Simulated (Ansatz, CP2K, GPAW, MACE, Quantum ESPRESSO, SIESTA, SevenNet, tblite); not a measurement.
## Coherent Mg-rich inclusion in Li2O (96 atoms): runs against a plane-wave reference

The cell holds 96 atoms: 32 O, 56 Li and 8 Mg. Its edges and angles: a = 9.220 Å, b = 9.220 Å, c = 9.220 Å, α = 90.0°, β = 90.0°, γ = 90.0°. It derives from Li2O (antifluorite-type), repeated 2×2×2. Antifluorite-type Li2O (a = 4.61 Å), 2 x 2 x 2 conventional cells, Li replaced by Mg within 3.22 Å of the centre; not relaxed, displaced by a Gaussian of 0.02 Å. Then every atom was moved at random, 0.03 Å r.m.s. a Cartesian component. Nearest the centre at fractional (0.515, 0.517, 0.522): O85 at 0.33 Å, Mg86 at 1.65 Å, Mg42 at 1.87 Å, Mg69 at 1.88 Å, Mg84 at 1.97 Å, Mg23 at 2.08 Å, Mg53 at 2.15 Å, Mg32 at 2.16 Å.

Geometry: as built.

The reference, a calculation:

| Property | Result |
| --- | --- |
| method | Kohn-Sham DFT, PBE, PAW, plane waves (Ansatz 0.2.0); cutoff 420 eV, Γ point, fermi-dirac smearing of 0.05 eV; PAW set soft_2 |
| r.m.s. force component | 0.7373 eV/Å |
| longest force | 3.914 eV/Å |
| pressure | 12.73 GPa |
| gap (highest filled to lowest empty level) | 0.3229 eV |
| SCF cycles | 9 |
| time | 11 s on 4 threads of Arm Neoverse V1, shared host |
| CPU time | 40 s |

Runs, in no order:
A. QE PBE, sssp-1.3.0-efficiency, 60/480 Ry: Kohn-Sham DFT, PBE, SSSP efficiency 1.3.0 pseudopotentials, plane waves
B. SIESTA PBE, SZP, shift 0.01 Ry, mesh 500 Ry: Kohn-Sham DFT, PBE, PseudoDojo 0.4.1 norm-conserving pseudopotentials (converted to PSML), numerical atomic orbitals (SZP), diagonalisation
C. SIESTA PBE, DZ, shift 0.01 Ry, mesh 500 Ry: Kohn-Sham DFT, PBE, PseudoDojo 0.4.1 norm-conserving pseudopotentials (converted to PSML), numerical atomic orbitals (DZ), diagonalisation
D. QE PBE, gbrv-1.5, 40/200 Ry: Kohn-Sham DFT, PBE, GBRV 1.5 ultrasoft pseudopotentials, plane waves
E. SIESTA PBE, DZP, shift 0.01 Ry, mesh 500 Ry: Kohn-Sham DFT, PBE, PseudoDojo 0.4.1 norm-conserving pseudopotentials (converted to PSML), numerical atomic orbitals (DZP), diagonalisation

**Question.** Rank the runs by how far their forces lie from the reference's, least first.

D, A, E, B, C.

| run | Δ force, r.m.s. (meV/Å) | share of r.m.s. force (%) | CPU time |
| --- | --- | --- | --- |
| D. QE PBE, gbrv-1.5, 40/200 Ry | 3.19 | 0.432 | 5 min |
| A. QE PBE, sssp-1.3.0-efficiency, 60/480 Ry | 10.2 | 1.38 | 7.6 min |
| E. SIESTA PBE, DZP, shift 0.01 Ry, mesh 500 Ry | 67.7 | 9.18 | 21 min |
| B. SIESTA PBE, SZP, shift 0.01 Ry, mesh 500 Ry | 140 | 19.0 | 16 min |
| C. SIESTA PBE, DZ, shift 0.01 Ry, mesh 500 Ry | 236 | 32.0 | 3.4 min |

The electronic-structure runs sample only Γ, in a cell whose shortest periodic width is 9 Å.

[Hosts, paths, dates, database ids (printed as entryN), source tags and the programs' standing remarks are cut or masked in the printed files.]
